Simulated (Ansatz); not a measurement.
## Sb2Se3 (Antimonselite): G0W0 under other settings

Aim: change settings of a G0W0 run on Sb2Se3 (Antimonselite) and see what moves.

Calculated with Ansatz 0.2.0; G0W0 on PBE, plane waves, PAW.

### Step 1. The starting structure

Symmetry: Pnma, No. 62, orthorhombic system. The conventional cell has a = 11.770 Å, b = 3.962 Å, c = 11.620 Å, α = 90.00°, β = 90.00°, γ = 90.00°. Sb has 6 Se at 2.66 to 3.26 Å nearest. Sb has 5 Se at 2.58 to 2.98 Å nearest. Nearest to Se lie 5 Sb at 2.58 to 3.22 Å. Nearest to Se lie 3 Sb at 2.66 to 3.26 Å. Nearest to Se lie 3 Sb at 2.66 to 2.78 Å. Farther neighbours and most contacts between anions are not listed.

The cell and positions come from the Crystallography Open Database and are kept as given unless a step says otherwise. Spin-orbit coupling is left out unless a step names it. The default PAW set here is soft_2. Its files were made with PBE.

### Step 2. The base run: 2×4×2 mesh, 659 empty bands, screening to 66 eV, plasmon pole

Now the one-shot GW correction: screening in the RPA, then the self-energy of the levels asked for.

The input, input.yaml:

```yaml
crystal:
  lattice:
    - [11.77, 0.0, 0.0]
    - [0.0, 3.962, 0.0]
    - [0.0, 0.0, 11.62]
  atoms:
    - { symbol: Sb, position: [0.0305, 0.25, 0.328] }
    - { symbol: Sb, position: [0.9695, 0.75, 0.672] }
    - { symbol: Sb, position: [0.4695, 0.75, 0.828] }
    - { symbol: Sb, position: [0.5305, 0.25, 0.172] }
    - { symbol: Sb, position: [0.1478, 0.75, 0.0397] }
    - { symbol: Sb, position: [0.8522, 0.25, 0.9603] }
    - { symbol: Sb, position: [0.3522, 0.25, 0.5397] }
    - { symbol: Sb, position: [0.6478, 0.75, 0.4603] }
    - { symbol: Se, position: [0.0534, 0.25, 0.8732] }
    - { symbol: Se, position: [0.9466, 0.75, 0.1268] }
    - { symbol: Se, position: [0.4466, 0.75, 0.3732] }
    - { symbol: Se, position: [0.5534, 0.25, 0.6268] }
    - { symbol: Se, position: [0.1302, 0.75, 0.4434] }
    - { symbol: Se, position: [0.8698, 0.25, 0.5566] }
    - { symbol: Se, position: [0.3698, 0.25, 0.9434] }
    - { symbol: Se, position: [0.6302, 0.75, 0.0566] }
    - { symbol: Se, position: [0.2132, 0.25, 0.1935] }
    - { symbol: Se, position: [0.7868, 0.75, 0.8065] }
    - { symbol: Se, position: [0.2868, 0.75, 0.6935] }
    - { symbol: Se, position: [0.7132, 0.25, 0.3065] }
kpoints:
  mp_grid: { grid: [2, 4, 2] }
hamiltonian:
  xc: pbe
scf:
  occupations: { method: fixed }
gw:
  n_empty_bands: 659
  ecut_chi: 66
  qp_bands: [v2, c2]
  qp_kpoints: band_edges
  screening: { model: godby_needs }
```

The run is started by

```
ansatz run input.yaml --threads 32 --pin off --max-ram 82944MiB --backend cuda --events-out ev --progress --plain --runs-dir out --devices 1 --max-vram 78GiB
```

Numbers of over 12 decimals in the logs are rounded to 6 here.

What it wrote:

```text
GPUs: using 1 of 1 available (devices: 1).
Engine: ansatz 0.2.0, aarch64-unknown-linux-gnu
Pseudopotentials: kind: paw
Pseudopotential: Sb, paw, valence charge 15, recommended cutoff 420 eV (normal), Sb.paw.azcp
Pseudopotential: Se, paw, valence charge 16, recommended cutoff 420 eV (normal), Se.paw.azcp
Functional definition: PBE
  parameter kappa = 0.804
  parameter beta = 0.066725
  exchange = pbe_x(kappa = kappa, mu = beta*pi^2/3)
  correlation = pbe_c(beta = beta)
device memory: the entry about to start is reckoned to put 16.4 GiB on a device that reports 157.4 GiB free (of which the cap on the GPU budget leaves the run 78.0 GiB)
GPU FFT provider: cuFFT
GPU libraries: cuBLAS 13.8.1, cuFFT 12.4.0, cuSOLVER 12.3.2
GPU matrix products: emulated (plane waves: as basis.precision tells), large ones in fixed point in workspaces of 1.00 GiB
Crystal: 20 atoms, lattice volume = 541.872 Å³
Basis set: ecut = 420 eV, 10641 PW (Γ)
Bands: 188, of which v1, the nominal top of the filled ones, is band 156 counted from 1 (155 counted from 0)
Symmetry: 8 space group operations
Space group: Pnma (ITA 62), of the structure as read, at distance tolerance 8.2e-5 Å
k-points: 12 of 16
Non-local potential: Sb, projectors of the file, l = 0: 2, l = 1: 2, l = 2: 2, l = 3: 2
Non-local potential: Se, projectors of the file, l = 0: 2, l = 1: 2, l = 2: 3, l = 3: 1
PAW form: soft (Blöchl's): semilocal exchange-correlation on the pseudo side does not see the compensation charge
PAW one-centre angular grid: Sb, 590 points (default); XC on 64 Gauss nodes
PAW one-centre angular grid: Se, 590 points (default); XC on 64 Gauss nodes
Initial density: superposition of atomic densities (neutral atoms: chi_scale 0, normalization atom), corrected by the library's trained network
Initial wavefunctions: pseudopotential atomic-orbital guess
GPU buffer pool allocated for 172800 grid points (all kernels)
GPU transforms: local potential and band sums: pruned to the plane-wave sphere, on 80×27×80
Functional: x = pbe(κ = 0.804, μ = 0.219515), c = pbe(β = 0.066725)
SCF iter   1: F=—  HF=-117509.741574 eV  |F-HF|=—  |Δ(HF+E_count)|=         —  Δρ=1.47e-3  dr2=1.99e-2  ethr=1.77e-3  ⟨swp⟩=5.0  Hψ=6954  notcnv=0  defer=340
preconditioner: auto → Resta (q_TF=auto, 2.488 Å⁻¹)  ε∞=4.2  [insulator: Δε(μ)=1.045 eV  Ē_g=9.373 eV  n_scr=142 (ndim 8)  ℏωp=16.9 eV  f_vac=0.051  ε∞_Penn≈4.2]
SCF iter   2: F=—  HF=-117509.736178 eV  |F-HF|=—  |Δ(HF+E_count)|=   5.40e-3  Δρ=8.21e-4  dr2=3.71e-3  ethr=6.37e-6  ⟨swp⟩=2.0  Hψ=4426  notcnv=0  defer=356
SCF iter   3: F=—  HF=-117509.737848 eV  |F-HF|=—  |Δ(HF+E_count)|=   1.67e-3  Δρ=2.67e-4  dr2=3.49e-4  ethr=1.19e-6  ⟨swp⟩=2.0  Hψ=3843  notcnv=0  defer=356
[...]
E_smearing   = -0.000000  (= −TS)
  E_closure    = -0.000000  (closes the sum)
  Σ components = -117509.738122   (vs F -117509.738122, Δ=0.00e0)
--- Band table (eV; the first three rows and the last of 12) ---
[... rows of the band table ...]
--- G₀W₀: ω_p = 28.1764 eV, 16 q-points, 659 empty bands' worth ---
  eigenvalues of the whole cell's RPA ε∞ on this k-mesh (on a slab, of 1 + 4πα/V) = 11.7370, 17.7664, 18.5144; static W/v taken at q = 0 is 0.060492
  GN-PPA: 3410436/6967415 pairs with Re ω̃² < 0 across q-mesh
  band pass: the eigensolver left bands unlocked in 1 slot; of largest residual, k=6: 1 band unlocked, the lowest band 819 (counted from 1), max residual 6.72e-5 eV over all its bands; `*` marks the rows of those k-points, and any row can be off: every row's sums read bands of every k-point
  bands read: the sum over 815 bands ends inside a degenerate multiplet in 10 slots, whose members it reads at an even weight; the widest, k=10: bands 813 to 816 (counted from 1) at 3/4 each
  gw.qp_kpoints: band_edges: 11 of 12 stored k-points solved, in 1 pass; an edge of the gap read off the rows below is read off those points alone
    valence top: of the k-points left out ik 11 came nearest to being solved in a further pass, in band 156 (counted from 1, as in the quasiparticle table): it holds the edge there only if its correction is more favourable than any solved in that band by at least 0.736 eV; those differ by 0.160 eV
    conduction bottom: of the k-points left out ik 11 came nearest to being solved in a further pass, in band 157 (counted from 1, as in the quasiparticle table): it holds the edge there only if its correction is more favourable than any solved in that band by at least 0.671 eV; those differ by 0.110 eV
    ik  band        ε_KS         Σx   Σc(E_QP)       V_xc       Z   E_QP_lin       E_QP  E_QP is
     0   155      8.2755   -16.1483     1.1739   -14.9188  0.7840     8.2199     8.2199  root
     0   156      8.3431   -16.0236     0.8805   -15.1687  0.7855     8.3687     8.3687  root
     0   157      9.5311    -9.8169    -2.8850   -12.8790  0.7981     9.7084     9.7082  root
     0   158      9.6402   -10.1519    -3.2405   -13.7072  0.7979     9.9555     9.9550  root
     1   155      8.3211   -16.7214     1.4600   -15.2012  0.7823     8.2608     8.2608  root
     1   156      8.3211   -16.7214     1.4600   -15.2012  0.7823     8.2608     8.2608  root
     1   157      9.4348   -10.0071    -2.9853   -13.2115  0.7979     9.6542     9.6539  root
     1   158      9.4348   -10.0071    -2.9853   -13.2115  0.7979     9.6542     9.6539  root
[...]
6   155      8.4058   -16.2099     1.2476   -14.9043  0.7839     8.3477     8.3477  root *
     6   156      8.4058   -16.2099     1.2476   -14.9043  0.7839     8.3477     8.3477  root *
     6   157      9.5840   -10.2371    -3.0502   -13.5594  0.7976     9.8564     9.8561  root *
     6   158      9.5840   -10.2371    -3.0502   -13.5594  0.7976     9.8564     9.8561  root *
[...]
10   155      7.9497   -16.4844     1.6315   -14.7253  0.7819     7.8220     7.8221  root
    10   156      7.9497   -16.4844     1.6315   -14.7253  0.7819     7.8220     7.8221  root
    10   157     10.3136    -9.7693    -3.2746   -13.3144  0.7949    10.5845    10.5842  root
    10   158     10.3136    -9.7693    -3.2746   -13.3144  0.7949    10.5845    10.5842  root
[key lines of the parts left out:]
SCF converged after 8 iterations
Free energy (F): -117509.738122 eV
Fermi energy:    8.405771 eV
```

Wall time 49 s (1 × NVIDIA GB200 (shared by 2 runs) with 32 threads of Arm Neoverse V2, shared host); peak memory 4.4 GiB; 3.9 min of CPU time.

In the SCF lines HF is the Harris–Foulkes energy and dr2 the Hartree energy of the density residual, in eV; the loop may stop once dr2 is under the threshold and the program's other checks hold. Hψ counts applications of the Hamiltonian.

This step gave:

* bands summed: 815
* plasmon-pole fit frequency: 28.18 eV
* RPA ε∞ on this mesh (eigenvalues): 11.74, 17.77, 18.51
* plane waves in the screening matrix: 665
* q-points in the mesh: 16
* G0W0 gap on the mesh: 1.285 eV
* k of the valence top: 0, 0, 0
* k of the conduction bottom: 0, 0, -0.5
* starting gap on the mesh: 1.029 eV
* Z at the valence top: 0.7855
* Z at the conduction bottom: 0.7979
* least direct G0W0 gap on the computed points: 1.340 eV

The gap on the mesh goes from 1.03 eV to 1.29 eV, a correction of +0.26 eV, though a band edge has moved to another state.

### Step 3. Variant: plasmon pole at a typed frequency

Changes to input.yaml since step 2:

```diff
@@ -33,4 +33,4 @@
 gw:
-  n_empty_bands: 659
-  ecut_chi: 66
+  n_empty_bands: 1230
+  ecut_chi: 100
   qp_bands: [v2, c2]
@@ -38 +38,2 @@
   screening: { model: godby_needs }
+  plasmon_pole_fit_frequency: 5
```

What it wrote:

```text
GPUs: using 1 of 1 available (devices: 1).
[...]
GPU FFT provider: cuFFT
GPU libraries: cuBLAS 13.8.1, cuFFT 12.4.0, cuSOLVER 12.3.2
[...]
Crystal: 20 atoms, lattice volume = 541.872 Å³
Basis set: ecut = 420 eV, 10641 PW (Γ)
Bands: 188, of which v1, the nominal top of the filled ones, is band 156 counted from 1 (155 counted from 0)
[... 1 set-up line as in the run before ...]
[...]
k-points: 12 of 16
[...]
GPU buffer pool allocated for 172800 grid points (all kernels)
[...]
SCF iter   1: F=—  HF=-117509.741574 eV  |F-HF|=—  |Δ(HF+E_count)|=         —  Δρ=1.47e-3  dr2=1.99e-2  ethr=1.77e-3  ⟨swp⟩=5.0  Hψ=6954  notcnv=0  defer=340
[...]
SCF iter   8: F=-117509.738122 eV  HF=-117509.738122 eV  |F-HF|=2.58e-8  |Δ(HF+E_count)|=   4.66e-7  Δρ=2.35e-6  dr2=7.01e-8  ethr=3.21e-11  ⟨swp⟩=11.6  Hψ=11409  notcnv=0
SCF 1 converged in 8 iterations: F = -117509.738122 eV  dr2 = 7.01e-8
[...]
NSCF: frozen V_eff on 12 k-points
[...]
G₀W₀ screening: q 1/12
[... further progress lines ...]
SCF converged after 8 iterations
Free energy (F): -117509.738122 eV
[...]
Internal energy: -117509.738122 eV  (E = F + TS)
E sigma→0 (E₀):  -117509.738122 eV
Fermi energy:    8.405771 eV
[...]
--- Band table (eV; the first three rows and the last of 12) ---
[... rows of the band table ...]
--- G₀W₀: ω_p = 5.0000 eV, 16 q-points, 1230 empty bands' worth ---
[...]
GN-PPA: 9541094/24076697 pairs with Re ω̃² < 0 across q-mesh
[...]
0   155      8.2755   -16.1483     1.2296   -14.9188  0.7324     8.2756     8.2756  root *
     0   156      8.3431   -16.0236     0.9294   -15.1687  0.7343     8.4176     8.4177  root *
     0   157      9.5311    -9.8169    -2.8099   -12.8790  0.7527     9.7838     9.7833  root *
     0   158      9.6402   -10.1519    -3.1812   -13.7072  0.7509    10.0153    10.0143  root *
     1   155      8.3211   -16.7214     1.5034   -15.2012  0.7293     8.3043     8.3043  root
     1   156      8.3211   -16.7214     1.5034   -15.2012  0.7293     8.3043     8.3043  root
     1   157      9.4348   -10.0071    -2.9153   -13.2115  0.7508     9.7247     9.7240  root
     1   158      9.4348   -10.0071    -2.9153   -13.2115  0.7508     9.7247     9.7240  root
     2   155      8.0784   -16.3152     1.4841   -14.8046  0.7303     8.0519     8.0519  root
     2   156      8.0977   -16.7287     1.5994   -15.0948  0.7294     8.0632     8.0632  root
     2   157      9.6984    -9.6065    -2.9073   -12.7586  0.7508     9.9437     9.9431  root
     2   158     10.0527   -10.1290    -3.1766   -13.6584  0.7493    10.4064    10.4054  root
[...]
10   155      7.9497   -16.4844     1.7005   -14.7253  0.7273     7.8911     7.8912  root
    10   156      7.9497   -16.4844     1.7005   -14.7253  0.7273     7.8911     7.8912  root
    10   157     10.3136    -9.7693    -3.2257   -13.3144  0.7477    10.6341    10.6331  root
    10   158     10.3136    -9.7693    -3.2257   -13.3144  0.7477    10.6341    10.6331  root
```

The job ended after 86 s (1 × NVIDIA GB200 (shared by 2 runs) with 32 threads; peak memory 8 GiB).

The G0W0 gap on the mesh is 1.306 eV.

Against the base:

| setting | base | variant |
| --- | --- | --- |
| empty bands | 659 | 1230 |
| screening cutoff (eV) | 66 | 100 |
| plasmon pole fit frequency | - | 5 |

```csv
quantity,variant,base
starting gap on the mesh,1.029,1.029
G0W0 gap on the mesh,1.306,1.285
least direct G0W0 gap on the computed points,1.366,1.340
Z at the valence top,0.734,0.785
Z at the conduction bottom,0.751,0.798
```

### Step 4. Summary of results

| Quantity | Value |
| --- | --- |
| base | 1.29 eV, 49 s |
| plasmon pole at a typed frequency | 1.31 eV, 86 s |

What this shows: Plasmon pole at a typed frequency: the gap moves by +0.02 eV. The variant differs from the base in empty bands, screening cutoff and plasmon pole fit frequency together, so the change can't be laid to one of them. All runs here use a coarse mesh and modest cutoffs; they test settings and are not final values. The 2×4×2 mesh is coarse for this cell (its supercell is 16 Å along the shortest edge). The RPA ε∞ on it, from the PBE start, is 11.74, 17.77 and 18.51; such meshes misread the long-range screening, most where the gap is narrow. The many-body steps are scalar-relativistic: spin-orbit coupling is not in them.

[Paths, hosts, dates, memory and timing lines, banners, echoed tables and standing remarks are left out of the program output.]

[Logs are printed without paths, hosts, clocks, repeated set-up lines and the standing remarks that a program may print on its own settings, such as how far it seeks lower states.]

[Runs of the session that timed out or met a known fault of the program may be left out.]

[Cells called generated may have been cut or substituted from an entry of the Crystallography Open Database or the Materials Project.]

[Hosts, paths, dates, database ids (printed as entryN), source tags and the programs' standing remarks are cut or masked in the printed files.]
